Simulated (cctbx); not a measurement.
## What is wrong with this refinement?

Cell a = 4.7050 Å, b = 4.7050 Å, c = 7.6360 Å, α = 90.00°, β = 90.00°, γ = 120.00°; space group P-6m2 (no. 187).

The data are simulated with cctbx, not measured: Mo Kα, λ = 0.71073 Å, to d = 0.7 Å, 50 % of the full sphere, strongest reflection 70000 counts, noise from counting, a 1.5 % proportional error and a noise floor of 2 counts (s.d.); no absorption.

An anisotropic refinement with weights 1/σ² prints:

```text
Rint 0.013, 206 unique reflections to 0.70 A
cycle     R1     wR2    GooF  max shift (A)
   1  0.0535  0.1280  11.433   0.11537
   4  0.0488  0.1160  10.360   0.00009
final R1 0.0488 wR2 0.1160 GooF 10.360  parameters 15  data/parameter 13.7
atom        x        y        z      Ueq    occ   su(xyz)  su(Uiso or U11)
Sn1    0.00000  0.00000  0.50000   0.0101  1.000  0.00000  0.0005
Ni1    0.00000  0.00000  0.00000   0.0143  1.000  0.00000  0.0007
Be1    0.66667  0.33333  0.75518   0.0321  1.000  0.00348  0.0111
Be2    0.51245  0.48755  0.50000   0.0211  1.000  0.02403  0.0138
Be3    0.51024  0.48976  0.00000   0.0254  1.000  0.03400  0.0153
difference map: max 4.38 min -0.82 rms 0.45
Q1    0.1647  0.3294  0.2420    6    4.59  2.28 A from Ni1
Q2    0.3310  0.1655  0.2419    6    4.50  1.37 A from Be1
Q3    0.0000  0.0000  0.5000    1    3.02  0.00 A from Sn1
Q4    0.0000  0.0000  0.0000    1    2.53  0.00 A from Ni1
Q5    0.9975  0.4987  0.5000    3    1.85  0.09 A from Be2
Q6    0.9977  0.4988  0.0000    3    1.85  0.07 A from Be3
```

Q: Accept it or mend it, and why?

Mend it. The fault: an atom left out, Be at (0.6677, 0.8338, 0.7585). Against the right model at the same level, R1 goes from 0.0046 to 0.0488 and GooF from 0.99 to 10.36 and the top difference peak, 4.6 e/Å³, lies 2.28 Å from Ni1. Q1 is the missing atom. With scattering power missing, scale and phases suffer, so peaks may also grow on the heavy atoms.

The compound is Be14NiSn. The right model at the same level gives:

```text
Rint 0.013, 206 unique reflections to 0.70 A
cycle     R1     wR2    GooF  max shift (A)
   1  0.0159  0.0445   4.040   0.03453
   8  0.0046  0.0109   0.991   0.00055
final R1 0.0046 wR2 0.0109 GooF 0.991  parameters 21  data/parameter 9.8
atom        x        y        z      Ueq    occ   su(xyz)  su(Uiso or U11)
Sn1    0.00000  0.00000  0.50000   0.0106  1.000  0.00000  0.0000
Ni1    0.00000  0.00000  0.00000   0.0144  1.000  0.00000  0.0001
Be1    0.66667  0.33333  0.75358   0.0254  1.000  0.00031  0.0008
Be2    0.66745  0.83372  0.75839   0.0221  1.000  0.00044  0.0007
Be3    0.50192  0.49808  0.50000   0.0198  1.000  0.00355  0.0004
Be4    0.50568  0.49432  0.00000   0.0210  1.000  0.00361  0.0008
Flack x: 0.11(7)
Hooft y: 0.172(64)  Bijvoet pairs: 85
difference map: max 0.15 min -0.12 rms 0.03
Q1    0.0000  0.0000  0.1320    2    0.15  1.01 A from Ni1
Q2    0.3333  0.6667  0.1000    2    0.14  1.60 A from Be4
Q3    0.6667  0.3333  0.0973    2    0.13  1.14 A from Be1
Q4    0.6667  0.3333  0.4278    2    0.10  1.39 A from Be1
Q5    0.3333  0.6667  0.4243    2    0.10  1.49 A from Be3
Q6    0.3333  0.6667  0.2422    2    0.08  1.36 A from Be2
```

The model is made up (kin elements in a known structure type, no relaxation), so it says nothing on whether the phase exists.

[Middle refinement cycles are left out of these outputs.]

[Logs are printed without paths, hosts, clocks, repeated set-up lines and the standing remarks that a program may print on its own settings, such as how far it seeks lower states.]
